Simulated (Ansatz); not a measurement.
# InF (model cell, started as NiAs type): a soft mode frozen in

Wanted: the energy along a soft mode of InF (model cell, started as NiAs type) and the structure at the end.

Calculated with Ansatz 0.2.0; DFT LDA, scalar-relativistic, plane waves, PAW.

The structure was built from a prototype and need not be the compound's stable phase.

## (1) The structure

The structure is hexagonal, space group P6_3/mmc (No. 194). The conventional cell has a = 3.178 Å, b = 3.178 Å, c = 7.535 Å, α = 90.00°, β = 90.00°, γ = 120.00°. Nearest to In lie 6 F at 2.63 Å. Nearest to F lie 6 In at 2.63 Å. Farther neighbours, and contacts between anions beyond the nearest, are not listed.

## (2) Phonons on a q mesh

Stability and thermal properties need the whole zone. Linear response on a 3×3×2 q mesh gives force constants as far as a supercell of that size would.

The input, input.yaml:

```yaml
crystal:
  lattice:
    - [3.1776817916, 0.0, 0.0]
    - [-1.5888408958, 2.7519531566, 0.0]
    - [0.0, 0.0, 7.5354644677]
  atoms:
    - { symbol: In, position: [0.0, 0.0, 0.0] }
    - { symbol: In, position: [0.0, 0.0, 0.5] }
    - { symbol: F, position: [0.3333333333, 0.6666666667, 0.25] }
    - { symbol: F, position: [0.6666666667, 0.3333333333, 0.75] }
kpoints:
  mp_grid: { grid: [15, 15, 6] }
hamiltonian:
  xc: lda
scf:
  occupations: { method: methfessel_paxton, width: 0.2 }
output:
  eigenvalues: true
phonons:
  method: dfpt
  qmesh: [3, 3, 2]
  temperatures: { t_max: 1000, t_step: 50 }
  qpath:
    path:
      - [[0.0, 0.0, 0.0], [0.5, 0.0, 0.0], [0.33333333, 0.33333333, 0.0], [0.0, 0.0, 0.0], [0.0, 0.0, 0.5], [0.5, 0.0, 0.5], [0.33333333, 0.33333333, 0.5], [0.0, 0.0, 0.5]]
      - [[0.5, 0.0, 0.5], [0.5, 0.0, 0.0]]
      - [[0.33333333, 0.33333333, 0.5], [0.33333333, 0.33333333, 0.0]]
    npoints: 10
```

Command:

```sh
ansatz run input.yaml --threads 4 --pin off --max-ram 7168MiB --backend cpu --events-out ev --progress --plain --runs-dir out
```

What it wrote:

```text
Warning: phonons: the dynamical matrix that this run interpolates holds no multipole term above the dipole-dipole one, and a site of this crystal is no centre of inversion, so its interpolated transverse optical and acoustic branches and sound speeds can stay off near Gamma, and the density of states and the thermodynamics with them. What a run solves at a wave vector of phonons.qpoints, Gamma apart, where the deck admits one, is free of this, and under fd what a larger phonons.supercell samples
Engine: ansatz 0.2.0, aarch64-unknown-linux-gnu
Pseudopotentials: kind: paw
Pseudopotential: In, paw, valence charge 13, recommended cutoff 420 eV (normal), In.paw.azcp
Pseudopotential: F, paw, valence charge 7, recommended cutoff 420 eV (normal), F.paw.azcp
Functional definition: SPW92
  exchange = slater_x
  correlation = pw_c
Crystal: 4 atoms, lattice volume = 65.896 Å³
Basis set: ecut = 420 eV, 1321 PW (Γ), exchange–correlation on 48×48×108 points (8 copies of the dense FFT grid, shifted against one another)
Bands: 24, of which v1, the nominal top of the filled ones, is band 20 counted from 1 (19 counted from 0)
Symmetry: 24 space group operations
k-points: 108 of 1350
Non-local potential: In, projectors of the file, l = 0: 2, l = 1: 2, l = 2: 2, l = 3: 2
Non-local potential: F, projectors of the file, l = 0: 2, l = 1: 2, l = 2: 1
PAW form: soft (Blöchl's): semilocal exchange-correlation on the pseudo side does not see the compensation charge
PAW frozen core: In, regenerated for the run's functional, and the local potential with it (the file was generated under x = pbe(κ = 0.804, μ = 0.219515), c = pbe(β = 0.066725))
PAW frozen core: F, regenerated for the run's functional, and the local potential with it (the file was generated under x = pbe(κ = 0.804, μ = 0.219515), c = pbe(β = 0.066725))
PAW one-centre angular grid: In, 590 points (default); XC on 64 Gauss nodes
PAW one-centre angular grid: F, 110 points (default); XC on 64 Gauss nodes
Initial density: superposition of atomic densities (neutral atoms: chi_scale 0, normalization atom), corrected by the library's trained network
Initial wavefunctions: pseudopotential atomic-orbital guess
Functional: x = slater, c = lda
SCF iter   1: F=—  HF=-12502.161393 eV  |F-HF|=—  |Δ(HF+E_count)|=         —  Δρ=2.22e-2  dr2=2.48e-1  ethr=1.77e-3  ⟨swp⟩=5.2  Hψ=10714  notcnv=0
preconditioner: auto → LDOS  [metal: Δε(μ)=0.065 eV  Ē_g=15.131 eV  σ=0.200 eV  W_gap=0.27  n_scr=24 (ndim 8)  ℏωp=28.9 eV  f_vac=0.013  D(μ)=0.35/eV (n_scr^D=2)  β→1.0]
SCF iter   2: F=—  HF=-12502.201671 eV  |F-HF|=—  |Δ(HF+E_count)|=   4.03e-2  S|Δr|=    0.00e0  Δρ=3.04e-2  dr2=3.74e-1  ethr=6.20e-4  ⟨swp⟩=2.0  Hψ=6045  notcnv=0
preconditioner: auto → Kerker (q_TF=auto, 2.510 Å⁻¹)  [metal: Δε(μ)=0.103 eV  Ē_g=15.462 eV  σ=0.200 eV  W_gap=0.40  n_scr=24 (ndim 8)  ℏωp=28.9 eV  f_vac=0.007  D(μ)=0.27/eV (n_scr^D=2)  β→0.5]
SCF iter   3: F=—  HF=-12502.101622 eV  |F-HF|=—  |Δ(HF+E_count)|=   1.00e-1  S|Δr|=    0.00e0  Δρ=6.35e-3  dr2=1.33e-2  ethr=6.20e-4  ⟨swp⟩=2.0  Hψ=4998  notcnv=0
SCF iter   4: F=—  HF=-12502.097748 eV  |F-HF|=—  |Δ(HF+E_count)|=   3.87e-3  S|Δr|=    0.00e0  Δρ=4.81e-4  dr2=2.39e-4  ethr=3.31e-5  ⟨swp⟩=2.0  Hψ=5347  notcnv=0
SCF iter   5: F=—  HF=-12502.097682 eV  |F-HF|=—  |Δ(HF+E_count)|=   6.62e-5  S|Δr|=    0.00e0  Δρ=1.40e-4  dr2=1.58e-5  ethr=5.97e-7  ⟨swp⟩=2.0  Hψ=3209  notcnv=0
SCF iter   6: F=—  HF=-12502.097677 eV  |F-HF|=—  |Δ(HF+E_count)|=   5.18e-6  S|Δr|=    0.00e0  Δρ=4.21e-5  dr2=2.40e-6  ethr=3.96e-8  ⟨swp⟩=2.5  Hψ=4818  notcnv=0
SCF iter   7: F=—  HF=-12502.097676 eV  |F-HF|=—  |Δ(HF+E_count)|=   1.04e-6  S|Δr|=    0.00e0  Δρ=1.66e-5  dr2=2.60e-7  ethr=5.99e-9  ⟨swp⟩=2.1  Hψ=4521  notcnv=0
SCF iter   8: F=—  HF=-12502.097676 eV  |F-HF|=—  |Δ(HF+E_count)|=   4.65e-8  S|Δr|=    0.00e0  Δρ=4.52e-6  dr2=1.87e-8  ethr=6.51e-10  ⟨swp⟩=3.0  Hψ=5069  notcnv=0
SCF iter   9: F=—  HF=-12502.097676 eV  |F-HF|=—  |Δ(HF+E_count)|=   4.47e-9  S|Δr|=    0.00e0  Δρ=8.49e-7  dr2=4.45e-10  ethr=4.69e-11  ⟨swp⟩=2.0  Hψ=4382  notcnv=0
SCF iter  10: F=—  HF=-12502.097676 eV  |F-HF|=—  |Δ(HF+E_count)|=  2.00e-11  S|Δr|=    0.00e0  Δρ=2.12e-7  dr2=2.84e-11  ethr=1.11e-12  ⟨swp⟩=2.5  Hψ=4108  notcnv=0
SCF iter  11: F=-12502.097676 eV  HF=-12502.097676 eV  |F-HF|=5.46e-12  |Δ(HF+E_count)|=  3.64e-12  S|Δr|=    0.00e0  Δρ=4.33e-8  dr2=1.62e-12  ethr=1.00e-12  ⟨swp⟩=5.2  Hψ=10410  notcnv=0
SCF 1 converged in 11 iterations: F = -12502.097676 eV  dr2 = 1.62e-12
  greatest PAW one-centre occupation: 0.985 electrons in one spin orbital (limit 2), on the In atom at site 1 (counted from 0), in its partial waves of l = 2
Initial density: read from a saved state, or passed on in memory by an earlier SCF of this step, an earlier step, the calling program or the single point that the run made first
iter 1 solved again at ethr=8.69e-9 eV; its pass at ethr=3.10e-3 eV (dr2=3.48e-6 eV) is discarded
SCF iter   1: F=—  HF=-12502.097676 eV  |F-HF|=—  |Δ(HF+E_count)|=         —  Δρ=1.34e-7  dr2=9.65e-12  ethr=8.69e-9  ⟨swp⟩=3.9  Hψ=19138  notcnv=0
eigensolver tolerance schedule: the retry pair's looser diagonalisation over-reported the residual by 360230.65 of it (diagonalisation noise at an unbounded share of the residual, at the tolerance the schedule requests for it); recorded, not acted on — ethr = c·dr2/N_el stays at c = 1.0e-1
preconditioner: auto → Kerker (q_TF=auto, 2.510 Å⁻¹)  [metal: Δε(μ)=0.053 eV  Ē_g=15.281 eV  σ=0.200 eV  W_gap=0.21  n_scr=24 (ndim 8)  ℏωp=28.9 eV  f_vac=0.009  D(μ)=0.31/eV (n_scr^D=2)]
SCF iter   2: F=-12502.097676 eV  HF=-12502.097676 eV  |F-HF|=1.46e-11  |Δ(HF+E_count)|=  7.19e-10  S|Δr|=    0.00e0  Δρ=1.40e-7  dr2=9.77e-12  ethr=1.00e-12  ⟨swp⟩=6.4  Hψ=11320  notcnv=0
SCF 2 converged in 2 iterations: F = -12502.097676 eV  dr2 = 9.77e-12
phonons: the bands overlap, so this run is a metal and interpolates without the dipole-dipole term. If the crystal is really an insulator or semiconductor, its LO-TO splitting is missing
NSCF: frozen V_eff on 108 k-points
NSCF: frozen V_eff on 368 k-points
DFPT response loops at q = (0, 0, 0) (fractional): preconditioner auto → Kerker (q_TF=auto, 2.510 Å⁻¹) (partly filled bands, converged f_vac=0.009); β = 1.00, the filter's whole step (`scf.mixing.beta` (0.50) is not read by the response loops under this deck's `scf.mixing.preconditioner`; to damp them name `kerker` or `kerker_dos`, under which they read `scf.mixing.beta`, and type it under 1.00, their step now; both keys bind the ground state too); Broyden in place of MSR1
NSCF: frozen V_eff on 736 k-points
DFPT response loops at q = (0, 0, -0.5) (fractional): mixed as the last ones told, above
NSCF: frozen V_eff on 1440 k-points
DFPT response loops at q = (0, 0.333333, 0) (fractional): mixed as the last ones told, above
NSCF: frozen V_eff on 1440 k-points
DFPT response loops at q = (0, 0.333333, -0.5) (fractional): mixed as the last ones told, above
NSCF: frozen V_eff on 1380 k-points
DFPT response loops at q = (0.333333, 0.333333, 0) (fractional): mixed as the last ones told, above
NSCF: frozen V_eff on 1380 k-points
DFPT response loops at q = (0.333333, 0.333333, -0.5) (fractional): mixed as the last ones told, above
SCF converged after 11 iterations
Stability not checked: this state was not tested for a lower state beside it, because cold or Methfessel-Paxton smearing, or corrected tetrahedra, fill the levels in a way that the test cannot read (fill_not_monotonic; see scf.lower_state_search)
Free energy (F): -12502.097676 eV
Harris-Foulkes:  -12502.097676 eV  (|F-HF|=5.46e-12)
Internal energy: -12502.097871 eV  (E = F + TS)
E sigma→0 (E₀):  -12502.097725 eV
Entropy (-TS):   0.000195 eV (0.049 meV/atom)
Fermi energy:    8.863653 eV
--- Per-component energies (eV) ---
  E_band       = -92.028436
  E_kinetic    = 892.377997
  E_local      = -3065.363353  (includes V_loc(G=0)·N_el)
  E_nonlocal   = 890.750700
  E_hartree    = 1161.909877
  E_xc         = -584.735463
  E_vxc        = -405.725513  (∫ρ·V_xc dr)
  E_paw        = -8397.858787  (= ΣΔE_a)
  E_vpaw       = -727.892057  (= ΣTr[D̂ρ^β])
  E_aug_tail   = 0.004097  (compensation charges beyond the density's cutoff)
  E_ewald      = -3399.978514
  E_core_change = 0.795576  (= ΣΔE_core)
  E_smearing   = 0.000195  (= −TS)
  E_closure    = 0.000000  (closes the sum)
  Σ components = -12502.097676   (vs F -12502.097676, Δ=0.00e0)
--- Band table (eV; the first three rows and the last of 108) ---
  k-point 0: bands = [... 16 lower, 4.7332, 4.8391, 4.8391, 7.2733, 9.6422, 14.8483, 17.3978, 20.0009]
  k-point 1: bands = [... 16 lower, 4.7405, 4.8328, 4.8328, 6.8937, 10.0598, 14.2398, 18.0798, 20.0516]
  k-point 2: bands = [... 16 lower, 4.7601, 4.8133, 4.8133, 6.1220, 10.9490, 13.1402, 19.3845, 20.1992]
  k-point 107: bands = [... 16 lower, 4.0940, 4.0940, 8.8092, 8.8092, 9.9718, 9.9718, 11.3754, 11.3754]
--- Phonons (Γ-DFPT): 4 representative perturbations + reference (Σ response iterations 12) ---
  ASR residual: 3.260e-5 → 0.000e0 eV/Å²; symmetrization residual: 5.326e-6 eV/Å²
  ASR residual per site (eV/Å²): 3.26e-5 3.26e-5 9.21e-6 9.21e-6
  Γ frequencies (cm⁻¹): -96.85 -71.42 -71.42 -33.62 -33.62 0.00 0.00 0.00 39.18 39.18 156.23 208.73
--- Phonons (arbitrary-q DFPT): 6 irreducible q on the 3×3×2 mesh ---
  q = [0.0000, 0.0000, 0.0000] (star 1, of the zone-centre solve; hermiticity 1.96e-6, symmetrization 1.62e-12): -96.85 -71.42 -71.42 -33.62 -33.62 -0.00 0.00 0.00 39.18 39.18 156.23 208.73
  q = [0.0000, 0.0000, -0.5000] (star 1, 4 solved perturbations in 878 linear systems a pass and spin channel, the states on 368 of 1350 k-point pairs; hermiticity 1.22e-6, symmetrization 1.78e-11): -52.89 -52.89 -52.89 -52.89 -2.35 -2.35 -2.35 -2.35 106.83 106.83 205.33 205.33
  q = [0.0000, 0.3333, 0.0000] (star 6, 6 solved perturbations in 3600 linear systems a pass and spin channel, the states on 720 of 1350 k-point pairs; hermiticity 8.63e-7, symmetrization 1.28e-11): -70.92 -56.99 -39.55 19.25 39.62 44.44 114.34 118.18 122.97 130.20 152.69 185.23
  q = [0.0000, 0.3333, -0.5000] (star 6, 6 solved perturbations in 3600 linear systems a pass and spin channel, the states on 720 of 1350 k-point pairs; hermiticity 9.51e-7, symmetrization 1.04e-11): -56.61 -56.61 36.83 36.83 74.92 74.92 76.86 76.86 137.11 137.11 165.22 165.22
  q = [0.3333, 0.3333, 0.0000] (star 2, 4 solved perturbations in 1600 linear systems a pass and spin channel, the states on 690 of 1350 k-point pairs; hermiticity 8.44e-7, symmetrization 4.41e-7): -108.27 -74.85 73.08 73.08 107.84 110.16 110.16 137.98 137.98 141.10 141.10 163.22
  q = [0.3333, 0.3333, -0.5000] (star 2, 4 solved perturbations in 1600 linear systems a pass and spin channel, the states on 690 of 1350 k-point pairs; hermiticity 1.46e-6, symmetrization 4.13e-7): -79.29 -79.29 36.84 36.84 109.53 109.53 110.02 110.02 126.61 126.61 174.56 174.56
  sum rule: each row above includes the acoustic sum rule's correction from the zone centre's row sums; it moved no ω² by more than (0.36 cm⁻¹)²
  mesh force constants: q→R imaginary residual 0.00e0; ASR residual 3.260e-5 → 0.000e0 eV/Å²; symmetrization residual 2.220e-15 eV/Å²
  interpolated dispersion: 93 rows × 12 modes
  density of states and harmonic sums: on the 24×24×8 q-mesh, interpolated from the force constants of a 3×3×2 supercell (no non-analytic term)
  largest difference from the sums on the solved wave vectors: F 1.10e-1 eV, S 1.47e-4 and C_V 3.72e-5 eV/K
  zero-point energy: 0.059900 eV/cell   skipped modes (ω ≤ 0): 818, of them read as no rigid motion or as one in doubt: 815 (2.570e0 modes/cell left out, lowest -108.27 cm⁻¹)   left out of the sums: 2.14e-1 of the cell's modes: C_V's classical limit lies that fraction below 3 k_B per atom; for a crystal, a wire or a layer, F and S can be off by more, and a phonons.interpolated_qmesh denser along its periods is the remedy for the sampling
```

Elapsed: 8 min, on 4 threads of Arm Neoverse V2, shared host; peak memory 3 GiB; 31 min of CPU time.

Numbers from this step:

- volume per atom: 16.47 Å³
- gap on the k-mesh: 0 eV
- sum-rule residual before enforcement: 3.26e-5 eV/Å²
- lowest frequency on the path: -108.3 cm⁻¹
- point group: 6/mmm
- highest frequency on path, mesh or solved points: 225.2 cm⁻¹
- highest optical mode at the zone centre (no LO-TO term): 208.7 cm⁻¹
- lowest optical zone-centre mode: -96.85 cm⁻¹
- lowest mode on the q mesh (acoustic modes at Γ apart): -108.3 cm⁻¹

Frequencies (cm⁻¹) solved at each irreducible wavevector; negative means imaginary. Frequencies by wavevector, by row:

```tsv
q in reciprocal lattice units	star	mode 1	mode 2	mode 3	mode 4	mode 10	mode 11	mode 12
0 0 0	1	-96.8	-71.4	-71.4	-33.6	39.2	156.2	208.7
0 0 -0.5	1	-52.9	-52.9	-52.9	-52.9	106.8	205.3	205.3
0 0.3333 0	6	-70.9	-57	-39.5	19.2	130.2	152.7	185.2
0 0.3333 -0.5	6	-56.6	-56.6	36.8	36.8	137.1	165.2	165.2
0.3333 0.3333 0	2	-108.3	-74.8	73.1	73.1	141.1	141.1	163.2
0.3333 0.3333 -0.5	2	-79.3	-79.3	36.8	36.8	126.6	174.6	174.6
```

Interpolated from a 3×3×2 q mesh. The phonon branches at the labelled points (cm⁻¹):

```tsv
point	branch 1	branch 2	branch 3	branch 4	branch 9	branch 10	branch 11	branch 12
Γ	-97	-71	-71	-34	39	39	156	209
halfway	-64	-57	23	26	99	134	153	156
M	-93	-71	-64	-62	139	150	172	206
halfway	-93	-76	-37	66	137	143	161	191
K	-108	-75	73	73	138	141	141	163
halfway	-65	-40	38	49	105	129	143	168
Γ	-97	-71	-71	-34	39	39	156	209
halfway	-67	-67	-37	-37	61	102	137	224
A	-53	-53	-53	-53	107	107	205	205
halfway	-21	-21	26	26	119	119	171	171
L	-69	-69	41	41	150	150	164	164
halfway	-78	-78	38	38	146	146	164	164
H	-79	-79	37	37	127	127	175	175
halfway	-63	-63	47	47	130	130	165	165
A	-53	-53	-53	-53	107	107	205	205
jump to L	-69	-69	41	41	150	150	164	164
halfway	-81	-68	-52	-34	138	142	162	193
M	-93	-71	-64	-62	139	150	172	206
jump to H	-79	-79	37	37	127	127	175	175
halfway	-98	-74	59	59	116	152	165	165
K	-108	-75	73	73	138	141	141	163
```

Symmetry leaves 6 wavevectors to solve. The lowest mode among them, the acoustic zeros apart, lies at q = (0.333, 0.333, 0) and is imaginary, 108.3i cm⁻¹, so the energy falls along it.

## (3) The mode frozen in, largest atomic shift 0 Å

The mode followed lies at q = (0.333, 0.333, 0) with frequency 108.3i cm⁻¹, the softest among the wavevectors solved. At small amplitude the pattern taken leaves space group no. 176 by a symmetry search on the positions. The undistorted cell that holds it gives the zero of energy on the same k mesh.

System of this step: InF (model cell, started as NiAs type). The structure is hexagonal, space group P6_3/mmc (No. 194). The conventional cell has a = 3.178 Å, b = 3.178 Å, c = 7.535 Å, α = 90.00°, β = 90.00°, γ = 120.00°. In has 6 F at 2.63 Å nearest. Nearest to F lie 6 In at 2.63 Å. Farther neighbours, and contacts between anions beyond the nearest, are not listed.

The input, input.yaml:

```yaml
crystal:
  lattice:
    - [-4.7665226873, -2.7519531566, 0.0]
    - [-4.7665226873, 2.7519531566, 0.0]
    - [0.0, 0.0, -7.5354644677]
  atoms:
    - { symbol: In, position: [0.3333333333, 0.3333333333, 0.0] }
    - { symbol: In, position: [1.0, 0.0, 0.0] }
    - { symbol: In, position: [0.6666666667, 0.6666666667, 0.0] }
    - { symbol: In, position: [0.3333333333, 0.3333333333, 0.5] }
    - { symbol: In, position: [1.0, 0.0, 0.5] }
    - { symbol: In, position: [0.6666666667, 0.6666666667, 0.5] }
    - { symbol: F, position: [0.3333333333, 1.0, 0.75] }
    - { symbol: F, position: [0.0, 0.6666666667, 0.75] }
    - { symbol: F, position: [0.6666666667, 0.3333333333, 0.75] }
    - { symbol: F, position: [0.3333333333, 0.6666666667, 0.25] }
    - { symbol: F, position: [0.0, 0.3333333333, 0.25] }
    - { symbol: F, position: [0.6666666667, 0.0, 0.25] }
kpoints:
  mp_grid: { grid: [9, 9, 6] }
hamiltonian:
  xc: lda
scf:
  occupations: { method: methfessel_paxton, width: 0.2 }
output:
  forces: true
  stress: true
  eigenvalues: true
```

What it wrote:

```text
[...]
Crystal: 12 atoms, lattice volume = 197.689 Å³
Basis set: ecut = 420 eV, 3931 PW (Γ)
Bands: 72, of which v1, the nominal top of the filled ones, is band 60 counted from 1 (59 counted from 0)
Symmetry: 72 space group operations
[...]
k-points: 48 of 486
[...]
k-point 0: bands = [... 56 lower, 8.1346, 8.1346, 9.3859, 9.3859, 9.6410, 10.4382, 10.4382, 10.4382, ... 6 higher]
  k-point 1: bands = [... 56 lower, 8.2314, 8.2314, 9.3138, 9.3138, 10.0585, 10.2791, 10.2791, 10.2791, ... 6 higher]
  k-point 2: bands = [... 56 lower, 8.4849, 8.4849, 9.1083, 9.1083, 10.0611, 10.0611, 10.0611, 10.0611, ... 6 higher]
  k-point 47: bands = [... 56 lower, 6.6594, 6.6594, 6.6594, 6.6594, 12.0321, 12.0321, 12.0321, 12.0321, ... 6 higher]
[key lines of the parts left out:]
SCF converged after 7 iterations
Free energy (F): -37506.303730 eV
Fermi energy:    8.837694 eV
P = ⅓ Tr σ = -0.0756 GPa (-0.756 kbar)
```

Run time: 8.4 s. Hardware: 4 threads; peak memory 0.9 GiB.

Numbers from this step:

- pressure: -0.07562 GPa
- energy from the undistorted cell: 0 meV/atom

The run ends at a pressure of -0.08 GPa.

## (4) The mode frozen in, largest atomic shift 0.32 Å

The atoms are moved along the unstable eigenvector, the largest shift by 0.32 Å, with the cell fixed.

The input, input.yaml:

```yaml
crystal:
  lattice:
    - [-4.7665226873, -2.7519531566, 0.0]
    - [-4.7665226873, 2.7519531566, 0.0]
    - [0.0, 0.0, -7.5354644677]
  atoms:
    - { symbol: In, position: [0.3333333333, 0.3333333333, -3.32e-08] }
    - { symbol: In, position: [1.0, -1.234e-07, 0.0204779249] }
    - { symbol: In, position: [0.6666666667, 0.6666667901, -0.0204786345] }
    - { symbol: In, position: [0.3333333333, 0.3333333333, 0.5000000332] }
    - { symbol: In, position: [1.0, -1.234e-07, 0.4795220751] }
    - { symbol: In, position: [0.6666666667, 0.6666667901, 0.5204786345] }
    - { symbol: F, position: [0.4004682283, 0.9664326342, 0.75] }
    - { symbol: F, position: [-0.0335661481, 0.6330986501, 0.75] }
    - { symbol: F, position: [0.6331003552, 0.400467498, 0.75] }
    - { symbol: F, position: [0.2661984384, 0.7002341959, 0.25] }
    - { symbol: F, position: [0.0335661481, 0.2661991687, 0.25] }
    - { symbol: F, position: [0.7002329782, 0.0335678531, 0.25] }
kpoints:
  mp_grid: { grid: [9, 9, 6] }
hamiltonian:
  xc: lda
scf:
  occupations: { method: methfessel_paxton, width: 0.2 }
output:
  forces: true
  stress: true
  eigenvalues: true
  write_density: true
  write_potential: true
  elf: true
  volumetric_format: npy
```

What it wrote:

```text
[...]
k-point 0: bands = [... 56 lower, 8.2028, 8.6788, 8.9947, 9.2057, 10.1888, 10.3437, 10.3437, 10.5747, ... 8 higher]
  k-point 1: bands = [... 56 lower, 8.2415, 8.6629, 9.0553, 9.2143, 10.2465, 10.2465, 10.4139, 10.4139, ... 8 higher]
  k-point 2: bands = [... 56 lower, 8.3645, 8.6086, 9.1368, 9.2215, 10.1037, 10.1037, 10.1868, 10.1868, ... 8 higher]
  k-point 59: bands = [... 56 lower, 6.5513, 6.5513, 6.9256, 6.9256, 11.8277, 11.8277, 12.0777, 12.0777, ... 8 higher]
[key lines of the parts left out:]
SCF converged after 8 iterations
Free energy (F): -37506.543643 eV
Fermi energy:    8.813512 eV
P = ⅓ Tr σ = 2.8186 GPa (28.186 kbar)
```

The job ended after 19 s (4 threads; peak memory 0.97 GiB; 76 s of CPU time).

Numbers from this step:

| Item | Value |
| --- | --- |
| pressure | 2.819 GPa |
| energy from the undistorted cell | -19.96 meV/atom |

The energy, extrapolated to zero smearing, is -19.96 meV/atom against the undistorted cell.

The run ends at a pressure of 2.82 GPa, with forces up to 0.28 eV/Å.

(Part 1 of 2 ends here.)

[Long decimals in the printed logs are rounded to 6 places.]

[Logs are printed without paths, hosts, clocks, repeated set-up lines and the standing remarks that a program may print on its own settings, such as how far it seeks lower states.]

[Hosts, paths, dates, database ids (printed as entryN), source tags and the programs' standing remarks are cut or masked in the printed files.]

[Where the starting crystal was built by hand or by swapping elements, it need not be the compound's stable phase.]
